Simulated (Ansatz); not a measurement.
# PtSe2 monolayer (2H) under biaxial strain in the plane of the sheet, part 2 of 2

Aim: how do the optical modes of PtSe2 monolayer (2H) shift and split under this strain?

Ansatz 0.2.0; DFT PBE, scalar-relativistic, plane waves, PAW; PAW set soft_1.

So far, highest optical mode at the zone centre (no LO-TO term) (cm⁻¹): step 5 (modes at rest) 192; step 7 (strain 5 %) 184.

## 8. Relaxation of a member: biaxial strain of -3 % in the plane of the sheet

The cell takes a biaxial strain of -3 % in the plane of the sheet. The cell is held, and the atoms relax in it.

input.yaml

```yaml
crystal:
  lattice:
    - [3.5265827077, 0.0, 0.0]
    - [-1.7632913538, 3.0541102134, 0.0]
    - [0.0, 0.0, 30.46]
  atoms:
    - { symbol: Pt, position: [0.3333333333, 0.6666666667, 0.3282994091] }
    - { symbol: Se, position: [0.6666666667, 0.3333333333, 0.3780927269] }
    - { symbol: Se, position: [0.6666666667, 0.3333333333, 0.2785060913] }
  periodic: [true, true, false]
kpoints:
  mp_grid: { grid: [15, 15, 1] }
hamiltonian:
  xc: pbe
  pseudopotentials: { kind: paw, azcp: { folder: soft_1 } }
scf:
  occupations: { method: methfessel_paxton, width: 0.2 }
output:
  forces: true
  stress: true
  eigenvalues: true
relax:
  adjacent_minimum: "off"
  f_tol: 0.001
  max_steps: 60
```

Launch:

```sh
$ ansatz run input.yaml --threads 4 --pin off --max-ram 16384MiB --backend cpu --events-out ev --progress --plain --runs-dir out
```

Run time: 32 s. Hardware: 4 threads of Arm Neoverse V1, shared host; peak memory 0.73 GiB; 2.1 min of CPU time.

Step by step:

| step | energy less that of the first step (eV) | largest force component (eV/Å) |
| --- | --- | --- |
| 1 | 0.0000 | 0.2485 |
| 2 | -0.0032 | 0.1530 |
| 3 | -0.0054 | 0.0028 |
| 4 | -0.0054 | 0.0028 |
| 5 | -0.0054 | 0.0000 |

Forces are held to the 12 operations that the run works with; a distortion that breaks them can't arise in this run.

The atoms that moved most (Å):

```
atom     dx     dy      dz  length
 Se2  0.000  0.000   0.022   0.022
 Se3  0.000  0.000  -0.022   0.022
```

Final coordinates:

```
Pt Se
1.0
     3.52658    0.00000    0.00000
    -1.76329    3.05411    0.00000
     0.00000    0.00000   30.46000
Pt Se
1 2
Direct
  0.33333 0.66667 0.32830
  0.66667 0.33333 0.37881
  0.66667 0.33333 0.27779
```

Numbers from this step:

```
area per atom : 3.59 Å²
```

The largest force component left is 4.7e-4 meV/Å.

## 9. Zone-centre modes of the member: biaxial strain of -3 % in the plane of the sheet

The zone-centre modes follow for biaxial strain of -3 % in the plane of the sheet.

input.yaml, the sections that differ from step 8:

```yaml
crystal:
  lattice:
    - [3.5265827077, 0.0, 0.0]
    - [-1.7632913538, 3.0541102134, 0.0]
    - [0.0, 0.0, 30.46]
  atoms:
    - { symbol: Pt, position: [0.3333333333, 0.6666666667, 0.3282994091] }
    - { symbol: Se, position: [0.6666666667, 0.3333333333, 0.3788096985] }
    - { symbol: Se, position: [0.6666666667, 0.3333333333, 0.2777891197] }
  periodic: [true, true, false]
output:
  eigenvalues: true
phonons:
  method: dfpt
# kpoints, hamiltonian, scf: as in step 8
# relax: removed
```

Run time: 2.5 min. Hardware: 4 threads; peak memory 2.1 GiB.

This step gave:

```
sum-rule residual before enforcement                    : 2.79e-5 eV/Å²
highest optical mode at the zone centre (no LO-TO term) : 194.9 cm⁻¹
lowest optical zone-centre mode                         : 104.3 cm⁻¹
```

Patterns of degenerate modes are one choice out of their space. The modes at Γ (shares of kinetic energy by element, %):

| mode | frequency (cm⁻¹) | symmetry | Pt % | Se % |
| --- | --- | --- | --- | --- |
| 1 | 0.0 | acoustic | 55 | 45 |
| 2 | 0.0 | acoustic | 55 | 45 |
| 3 | 0.0 | acoustic | 55 | 45 |
| 4 | 104.3 | E'' | 0 | 100 |
| 5 | 104.3 | E'' | 0 | 100 |
| 6 | 128.7 | E' | 45 | 55 |
| 7 | 128.7 | E' | 45 | 55 |
| 8 | 139.3 | A2'' | 45 | 55 |
| 9 | 194.9 | A1' | 0 | 100 |

The lowest optical mode is real, 104 cm⁻¹, and the highest lies at 194.9 cm⁻¹.

## 10. All members side by side

The members are set side by side, also those not shown above.

Energies are extrapolated to zero smearing, and E0 is that at rest; the cell is clamped and the atoms are relaxed; all runs use 15×15×1 k points and Methfessel-Paxton smearing of 0.2 eV. State of the crystal along the series:

```csv
strain (%),E - E0 (meV/atom)
-3,12.12
-2,5.004
-1,1.064
0,0
1,1.519
2,5.32
3,11.08
4,18.5
5,27.3
```

Optical modes are counted from below at rest and tracked from member to member by their patterns, and modes that stay within 0.3 cm⁻¹ of each other stand once; labels, where given, are those at rest; the cell is clamped and the atoms are relaxed; all runs use 15×15×1 k points and Methfessel-Paxton smearing of 0.2 eV. Optical modes along the series:

```
strain (%)  optical mode 1 E'' (cm⁻¹)  optical mode 2 E' (cm⁻¹)  optical mode 3 A2'' (cm⁻¹)  optical mode 4 A1' (cm⁻¹)
        -3                      104.3                     128.7                       139.3                      194.9
        -2                      104.2                     121.5                       137.5                      194.6
        -1                      103.5                     113.8                       134.5                      193.5
         0                      102.4                     106.6                       130.2                        192
         1                      101.2                     100.1                         125                      190.4
         2                      99.85                     94.26                       119.2                      188.5
         3                      98.53                     88.87                       113.2                      186.6
         4                      97.33                     83.33                         108                      184.9
         5                      96.26                     76.24                       104.3                      184.4
```

Value and slope at zero strain of a cubic (a lower polynomial where under five rows exist) through the rows within 2 % of rest. Slopes at rest:

```csv
mode,frequency (cm⁻¹),shift per percent of strain (cm⁻¹)
optical mode 1 E'',102.4,-1.16
optical mode 2 E',106.6,-6.9
optical mode 3 A2'',130.2,-4.78
optical mode 4 A1',192,-1.55
```

## 11. Summary of results

```yaml
members: 9
highest_optical_mode_at_the_zone_centre_no_lo_to_term_at_rest: 192.0 cm⁻¹
optical_mode_1_e_shift_per_percent: -1.16 cm⁻¹
optical_mode_2_e_shift_per_percent: -6.90 cm⁻¹
optical_mode_3_a2_shift_per_percent: -4.78 cm⁻¹
optical_mode_4_a1_shift_per_percent: -1.55 cm⁻¹
```

What this shows: Within 2 % of rest optical mode 3 A2'' bends away from a straight line, so a single slope holds only near rest. The fastest shift in the table of slopes is -6.9 cm⁻¹ for each percent (optical mode 2 E'). These are harmonic frequencies at zero temperature: anharmonic shifts, linewidths and thermal expansion are left out. Spin-orbit coupling is left out, which can matter for the heavy elements here. With no gap, or one that is small against the smearing, the frequencies hang on the k mesh and the smearing, most of all near Kohn anomalies. A semilocal functional can close a gap that the real compound would have, so the metallic treatment may be an artefact of the level. The starting cell was built on a prototype and not taken from a measurement. Only the zone centre was solved, so an instability at another wavevector cannot show here.

[Logs are printed without paths, hosts, clocks, repeated set-up lines and the standing remarks that a program may print on its own settings, such as how far it seeks lower states.]

[Hosts, paths, dates, database ids (printed as entryN), source tags and the programs' standing remarks are cut or masked in the printed files.]
